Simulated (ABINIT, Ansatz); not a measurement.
# SrLiCl3 (Pm-3m): zone-centre phonons, part 2 of 2

Which modes does SrLiCl3 (Pm-3m) have at the zone centre?

ABINIT 10.8.3; DFT LDA, scalar-relativistic, plane waves, PseudoDojo norm-conserving pseudopotentials.

So far. Step 5 (Linear response at Γ): The acoustic modes at Γ come out as far as 0.6 cm⁻¹ from zero, where they should vanish, a small numerical error; the Born charges miss their sum rule by 0.017 e, which is good. The lowest optical mode is imaginary, 176i cm⁻¹, an instability at this level and on this k mesh. The relaxed cell has a = 5.477 Å (conventional setting).

The structure was built from a prototype and need not be the compound's stable phase.

### Step 6. Zone-centre analysis

anaddb reads the merged derivatives, imposes the acoustic sum rule and charge neutrality, and adds the LO-TO term along chosen directions.

Input file anaddb.abi:

```
ddb_filepath "gamma_DDB"
output_file "anaddb.abo"
outdata_prefix "anaddb"
asr 1
chneut 1
enunit 2
eivec 1
nph1l 1
qph1l 0.0 0.0 0.0 1.0
dieflag 2
nph2l 3
qph2l 
    1.0 0.0 0.0 0.0
    0.0 0.0 1.0 0.0
    1.0 1.0 1.0 0.0
```

Input file mrgddb.in:

```
gamma_DDB
merged
2
dfpt_gammao_DS2_DDB
gso_DDB
```

Command:

```console
$ mrgddb < mrgddb.in > mrgddb.log
$ OMP_NUM_THREADS=1 anaddb anaddb.abi > anaddb.log
```

anaddb.abo, the main output file:

```text
[banners, grids, parts of the stress and lines that vanish by symmetry left out]
-outvars_anaddb: echo values of input variables ----------------------

 Flags :
[...]
Dielectric Tensor and Effective Charges
[...]
Effective charge tensors after
[...]
Phonon wavevector (reduced coordinates) :  0.00000  0.00000  0.00000
 Phonon energies in Hartree :
[...]
Phonon energies in meV     :
- -2.178732E+01 -2.178732E+01 -2.178732E+01 -7.258560E+00 -7.258560E+00
- -7.258560E+00  0.000000E+00  0.000000E+00  0.000000E+00  9.511753E+00
-  9.511753E+00  9.511753E+00  3.470620E+01  3.470620E+01  3.470620E+01
 Phonon frequencies in cm-1    :
- -1.757266E+02 -1.757266E+02 -1.757266E+02 -5.854423E+01 -5.854423E+01
- -5.854423E+01  0.000000E+00  0.000000E+00  0.000000E+00  7.671746E+01
-  7.671746E+01  7.671746E+01  2.799244E+02  2.799244E+02  2.799244E+02
 Phonon frequencies in Thz     :
- -5.268151E+00 -5.268151E+00 -5.268151E+00 -1.755112E+00 -1.755112E+00
- -1.755112E+00  0.000000E+00  0.000000E+00  0.000000E+00  2.299932E+00
-  2.299932E+00  2.299932E+00  8.391923E+00  8.391923E+00  8.391923E+00
 Phonon energies in Kelvin  :
- -2.528314E+02 -2.528314E+02 -2.528314E+02 -8.423209E+01 -8.423209E+01
- -8.423209E+01  0.000000E+00  0.000000E+00  0.000000E+00  1.103793E+02
-  1.103793E+02  1.103793E+02  4.027488E+02  4.027488E+02  4.027488E+02
[...]
-  1  0.00000000E+00 -1.24459906E-07 -8.26448040E-03
-     0.00000000E+00  0.00000000E+00  0.00000000E+00
-  2  0.00000000E+00  0.00000000E+00 -1.30196193E-04
-     0.00000000E+00  0.00000000E+00  0.00000000E+00
-  3  0.00000000E+00  0.00000000E+00 -8.60422008E-05
-     0.00000000E+00  0.00000000E+00  0.00000000E+00
-  4  0.00000000E+00  0.00000000E+00  1.01292768E-03
-     0.00000000E+00  0.00000000E+00  0.00000000E+00
-  5  0.00000000E+00  0.00000000E+00  1.01292768E-03
-     0.00000000E+00  0.00000000E+00  0.00000000E+00
[...]
-  1  0.00000000E+00 -8.26448040E-03  1.24459908E-07
-     0.00000000E+00  0.00000000E+00  0.00000000E+00
-  2  0.00000000E+00 -1.30196193E-04  0.00000000E+00
-     0.00000000E+00  0.00000000E+00  0.00000000E+00
-  3  0.00000000E+00  1.01292768E-03  0.00000000E+00
-     0.00000000E+00  0.00000000E+00  0.00000000E+00
-  4  0.00000000E+00 -8.60422008E-05  0.00000000E+00
-     0.00000000E+00  0.00000000E+00  0.00000000E+00
-  5  0.00000000E+00  1.01292768E-03  0.00000000E+00
-     0.00000000E+00  0.00000000E+00  0.00000000E+00
[...]
-  1  8.26448040E-03  0.00000000E+00  0.00000000E+00
-     0.00000000E+00  0.00000000E+00  0.00000000E+00
-  2  1.30196193E-04  0.00000000E+00  0.00000000E+00
-     0.00000000E+00  0.00000000E+00  0.00000000E+00
-  3 -1.01292768E-03  0.00000000E+00  0.00000000E+00
-     0.00000000E+00  0.00000000E+00  0.00000000E+00
-  4 -1.01292768E-03  0.00000000E+00  0.00000000E+00
-     0.00000000E+00  0.00000000E+00  0.00000000E+00
[...]
Phonon at Gamma, with non-analyticity in the
[...]
Phonon energies in Hartree :
[...]
Phonon energies in meV     :
- -2.178732E+01 -2.178732E+01 -7.258560E+00 -7.258560E+00 -7.258560E+00
- -6.146071E+00  0.000000E+00  0.000000E+00  0.000000E+00  9.511753E+00
[...]
Phonon frequencies in cm-1    :
[...]
Phonon frequencies in Thz     :
[...]
Phonon energies in Kelvin  :
[...]
- -7.132219E+01  0.000000E+00  0.000000E+00  0.000000E+00  1.103793E+02
-  1.103793E+02  1.181263E+02  4.027488E+02  4.027488E+02  4.649945E+02
[...]
-  5  0.00000000E+00  0.00000000E+00  2.78150787E-03
-     0.00000000E+00  0.00000000E+00  0.00000000E+00
[...]
-  1  0.00000000E+00  0.00000000E+00  0.00000000E+00
-     0.00000000E+00  0.00000000E+00  0.00000000E+00
-  2  0.00000000E+00  0.00000000E+00  0.00000000E+00
-     0.00000000E+00  0.00000000E+00  0.00000000E+00
-  3  0.00000000E+00  2.78150787E-03  0.00000000E+00
-     0.00000000E+00  0.00000000E+00  0.00000000E+00
-  4  0.00000000E+00  0.00000000E+00  0.00000000E+00
-     0.00000000E+00  0.00000000E+00  0.00000000E+00
-  5  0.00000000E+00 -2.78150787E-03  0.00000000E+00
-     0.00000000E+00  0.00000000E+00  0.00000000E+00
[...]
Phonon at Gamma, with non-analyticity in the
[...]
Phonon energies in Hartree :
[...]
Phonon energies in meV     :
- -2.178732E+01 -2.178732E+01 -7.258560E+00 -7.258560E+00 -7.258560E+00
- -6.146071E+00  0.000000E+00  0.000000E+00  0.000000E+00  9.511753E+00
-  9.511753E+00  1.017933E+01  3.470620E+01  3.470620E+01  4.007013E+01
 Phonon frequencies in cm-1    :
- -1.757266E+02 -1.757266E+02 -5.854423E+01 -5.854423E+01 -5.854423E+01
[...]
Phonon frequencies in Thz     :
[...]
Phonon energies in Kelvin  :
[...]
Phonon at Gamma, with non-analyticity in the
[...]
Phonon energies in Hartree :
[...]
Phonon energies in meV     :
[...]
Phonon frequencies in cm-1    :
[...]
Phonon frequencies in Thz     :
[...]
Phonon energies in Kelvin  :
[...]
- -7.132219E+01  0.000000E+00  0.000000E+00  0.000000E+00  1.103793E+02
-  1.103793E+02  1.181263E+02  4.027488E+02  4.027488E+02  4.649945E+02
[...]
-  4  1.50963344E-04  1.72817646E-03 -5.66594562E-05
-     0.00000000E+00  0.00000000E+00  0.00000000E+00
-  5 -2.76649567E-03 -9.43038881E-05 -5.66594562E-05
-     0.00000000E+00  0.00000000E+00  0.00000000E+00
[...]
;  5 -1.87933819E-03 -8.00268731E-05 -8.00268731E-05
;     0.00000000E+00  0.00000000E+00  0.00000000E+00
-
```

It took 0.72 s on 1 thread of Intel Xeon Platinum 8375C at 2.90GHz (Ice Lake), shared host.

Numbers from this step:

```
highest mode moved by the LO-TO term : 323.2 cm⁻¹
```

No LO-TO term; unit eigenvectors of the mass-weighted matrix, from anaddb's displacements. Modes at Γ, with each element's share of the kinetic energy (negative means imaginary):

| mode | frequency (cm⁻¹) | symmetry | Li % | Sr % | Cl % |
| --- | --- | --- | --- | --- | --- |
| 1 | -175.7 | T1u | 86 | 0 | 13 |
| 2 | -175.7 | T1u | 86 | 0 | 13 |
| 3 | -175.7 | T1u | 86 | 0 | 13 |
| 4 | -58.5 | T2u | 0 | 0 | 100 |
| 5 | -58.5 | T2u | 0 | 0 | 100 |
| 6 | -58.5 | T2u | 0 | 0 | 100 |
| 7 | 0.0 | acoustic | 3 | 44 | 53 |
| 8 | 0.0 | acoustic | 3 | 44 | 53 |
| 9 | 0.0 | acoustic | 3 | 44 | 53 |
| 10 | 76.7 | T1u | 10 | 32 | 58 |
| 11 | 76.7 | T1u | 10 | 32 | 58 |
| 12 | 76.7 | T1u | 10 | 32 | 58 |
| 13 | 279.9 | T1u | 0 | 24 | 76 |
| 14 | 279.9 | T1u | 0 | 24 | 76 |
| 15 | 279.9 | T1u | 0 | 24 | 76 |

Displacements in mode 1 (-175.7 cm⁻¹), the largest set to 1:
```
Li1  0.00  0.00 -1.00
Sr2  0.00  0.00 -0.02
Cl3  0.00  0.00 -0.01
Cl4  0.00  0.00  0.12
Cl5  0.00  0.00  0.12
```

Displacements in mode 13 (279.9 cm⁻¹), the largest set to 1:
```
Li1  0.00  0.00  0.05
Sr2  0.00  0.00  0.36
Cl3  0.00  0.00 -1.00
Cl4  0.00  0.00  0.05
Cl5  0.00  0.00  0.05
```

With imaginary modes the relaxed-ion tensors have no meaning and are not tabulated.

The rule moves no optical mode by more than 0.1 cm⁻¹.

### Step 7. Sum rules set otherwise (asr 0)

Without the rule the raw error of the acoustic modes shows.

Changes to anaddb.abi since step 6:

```diff
@@ -3,4 +3,4 @@
 outdata_prefix "anaddb"
-asr 1
-chneut 1
+asr 0
+chneut 0
 enunit 2
```

mrgddb.in is that of step 6.

anaddb.abo, the main output file:

```text
[banners, grids, parts of the stress and lines that vanish by symmetry left out]
-outvars_anaddb: echo values of input variables ----------------------

 Flags :
[...]
Dielectric Tensor and Effective Charges
[...]
Effective charge tensors after
[...]
Phonon wavevector (reduced coordinates) :  0.00000  0.00000  0.00000
 Phonon energies in Hartree :
[...]
Phonon energies in meV     :
- -2.178729E+01 -2.178729E+01 -2.178729E+01 -7.257947E+00 -7.257947E+00
- -7.257947E+00  6.800827E-02  6.800830E-02  6.800837E-02  9.512020E+00
-  9.512020E+00  9.512020E+00  3.470630E+01  3.470630E+01  3.470630E+01
 Phonon frequencies in cm-1    :
- -1.757263E+02 -1.757263E+02 -1.757263E+02 -5.853929E+01 -5.853929E+01
- -5.853929E+01  5.485237E-01  5.485239E-01  5.485245E-01  7.671962E+01
-  7.671962E+01  7.671962E+01  2.799252E+02  2.799252E+02  2.799252E+02
 Phonon frequencies in Thz     :
- -5.268143E+00 -5.268143E+00 -5.268143E+00 -1.754964E+00 -1.754964E+00
- -1.754964E+00  1.644433E-02  1.644433E-02  1.644435E-02  2.299996E+00
-  2.299996E+00  2.299996E+00  8.391947E+00  8.391947E+00  8.391947E+00
 Phonon energies in Kelvin  :
- -2.528310E+02 -2.528310E+02 -2.528310E+02 -8.422497E+01 -8.422497E+01
- -8.422497E+01  7.892032E-01  7.892035E-01  7.892044E-01  1.103824E+02
-  1.103824E+02  1.103824E+02  4.027499E+02  4.027499E+02  4.027499E+02
[...]
-  1  0.00000000E+00  0.00000000E+00  8.26449789E-03
-     0.00000000E+00  0.00000000E+00  0.00000000E+00
-  2  0.00000000E+00  0.00000000E+00  1.30197041E-04
-     0.00000000E+00  0.00000000E+00  0.00000000E+00
-  3  0.00000000E+00  0.00000000E+00  8.60436190E-05
-     0.00000000E+00  0.00000000E+00  0.00000000E+00
-  4  0.00000000E+00  0.00000000E+00 -1.01291352E-03
-     0.00000000E+00  0.00000000E+00  0.00000000E+00
-  5  0.00000000E+00  0.00000000E+00 -1.01291352E-03
-     0.00000000E+00  0.00000000E+00  0.00000000E+00
[...]
-  1  0.00000000E+00  8.26449789E-03  0.00000000E+00
-     0.00000000E+00  0.00000000E+00  0.00000000E+00
-  2  0.00000000E+00  1.30197041E-04  0.00000000E+00
-     0.00000000E+00  0.00000000E+00  0.00000000E+00
-  3  0.00000000E+00 -1.01291352E-03  0.00000000E+00
-     0.00000000E+00  0.00000000E+00  0.00000000E+00
-  4  0.00000000E+00  8.60436189E-05  0.00000000E+00
-     0.00000000E+00  0.00000000E+00  0.00000000E+00
-  5  0.00000000E+00 -1.01291352E-03  0.00000000E+00
-     0.00000000E+00  0.00000000E+00  0.00000000E+00
[...]
-  1  8.26449789E-03  0.00000000E+00  0.00000000E+00
-     0.00000000E+00  0.00000000E+00  0.00000000E+00
-  2  1.30197041E-04  0.00000000E+00  0.00000000E+00
-     0.00000000E+00  0.00000000E+00  0.00000000E+00
-  3 -1.01291352E-03  0.00000000E+00  0.00000000E+00
-     0.00000000E+00  0.00000000E+00  0.00000000E+00
-  4 -1.01291352E-03  0.00000000E+00  0.00000000E+00
-     0.00000000E+00  0.00000000E+00  0.00000000E+00
[...]
Phonon at Gamma, with non-analyticity in the
[...]
Phonon energies in Hartree :
[...]
Phonon energies in meV     :
- -2.178729E+01 -2.178729E+01 -7.257947E+00 -7.257947E+00 -7.257947E+00
- -6.010219E+00  6.800827E-02  6.800830E-02  1.685872E-01  9.512020E+00
[...]
Phonon frequencies in cm-1    :
[...]
Phonon frequencies in Thz     :
[...]
Phonon energies in Kelvin  :
[...]
- -6.974569E+01  7.892032E-01  7.892035E-01  1.956373E+00  1.103824E+02
-  1.103824E+02  1.180220E+02  4.027499E+02  4.027499E+02  4.649924E+02
[...]
-  5  0.00000000E+00  0.00000000E+00 -2.78150787E-03
-     0.00000000E+00  0.00000000E+00  0.00000000E+00
[...]
-  1  0.00000000E+00  0.00000000E+00  0.00000000E+00
-     0.00000000E+00  0.00000000E+00  0.00000000E+00
-  2  0.00000000E+00  0.00000000E+00  0.00000000E+00
-     0.00000000E+00  0.00000000E+00  0.00000000E+00
-  3  0.00000000E+00  2.78150787E-03  0.00000000E+00
-     0.00000000E+00  0.00000000E+00  0.00000000E+00
-  4  0.00000000E+00  0.00000000E+00  0.00000000E+00
-     0.00000000E+00  0.00000000E+00  0.00000000E+00
-  5  0.00000000E+00 -2.78150787E-03  0.00000000E+00
-     0.00000000E+00  0.00000000E+00  0.00000000E+00
[...]
Phonon at Gamma, with non-analyticity in the
[...]
Phonon energies in Hartree :
[...]
Phonon energies in meV     :
- -2.178729E+01 -2.178729E+01 -7.257947E+00 -7.257947E+00 -7.257947E+00
- -6.010219E+00  6.800830E-02  6.800837E-02  1.685872E-01  9.512020E+00
-  9.512020E+00  1.017035E+01  3.470630E+01  3.470630E+01  4.006994E+01
 Phonon frequencies in cm-1    :
- -1.757263E+02 -1.757263E+02 -5.853929E+01 -5.853929E+01 -5.853929E+01
[...]
Phonon frequencies in Thz     :
[...]
Phonon energies in Kelvin  :
[...]
Phonon at Gamma, with non-analyticity in the
[...]
Phonon energies in Hartree :
[...]
Phonon energies in meV     :
[...]
Phonon frequencies in cm-1    :
[...]
Phonon frequencies in Thz     :
[...]
Phonon energies in Kelvin  :
[...]
- -6.974569E+01  7.892034E-01  7.892041E-01  1.956373E+00  1.103824E+02
-  1.103824E+02  1.180220E+02  4.027499E+02  4.027499E+02  4.649924E+02
[...]
-  4  1.50963266E-04  1.72823418E-03 -5.66561179E-05
-     0.00000000E+00  0.00000000E+00  0.00000000E+00
-  5 -2.76649100E-03 -9.43071483E-05 -5.66561179E-05
-     0.00000000E+00  0.00000000E+00  0.00000000E+00
[...]
;  5 -1.87857315E-03 -7.92006006E-05 -7.92006006E-05
;     0.00000000E+00  0.00000000E+00  0.00000000E+00
-
```

Run time: 0.75 s. Hardware: 1 thread.

Zone-centre frequencies as printed; negative means imaginary. Modes:

| mode | frequency (cm⁻¹) |
| --- | --- |
| 1 | -175.7 |
| 2 | -175.7 |
| 3 | -175.7 |
| 4 | -58.54 |
| 5 | -58.54 |
| 6 | -58.54 |
| 7 | 0.55 |
| 8 | 0.55 |
| 9 | 0.55 |
| 10 | 76.72 |
| 11 | 76.72 |
| 12 | 76.72 |
| 13 | 279.9 |
| 14 | 279.9 |
| 15 | 279.9 |

With imaginary modes the relaxed-ion tensors have no meaning and are not tabulated.

### Step 8. What came out

| Property | Result |
| --- | --- |
| space group after relaxation | Pm-3m |
| volume per atom | 32.9 Å³ |
| highest optical zone-centre mode (no LO-TO term) | 279.9 cm⁻¹ |
| lowest optical zone-centre mode | -175.7 cm⁻¹ |
| highest mode moved by the LO-TO term | 323.2 cm⁻¹ |
| mean high-frequency dielectric constant | 2.53 |
| largest Born charge in size (third of the trace) | 2.36 e |
| imaginary optical modes at the zone centre (no q mesh in this session) | yes |

What this shows: At the LDA level the optical modes of SrLiCl3 (Pm-3m) at the zone centre (no LO-TO term) run from 176i to 280 cm⁻¹, so the structure is a saddle point, with 6 modes beyond 10i cm⁻¹ there. Along the directions run, the highest mode that the macroscopic field moves lies at 323 cm⁻¹. These are harmonic frequencies at zero temperature: anharmonic shifts and linewidths and thermal expansion are left out. The structure is a hypothetical one, built on a prototype.

[Host names and launcher messages were left out of these logs when they were recorded.]

[Logs are printed without paths, hosts, clocks, repeated set-up lines and the standing remarks that a program may print on its own settings, such as how far it seeks lower states.]

[Hosts, paths, dates, database ids (printed as entryN), source tags and the programs' standing remarks are cut or masked in the printed files.]
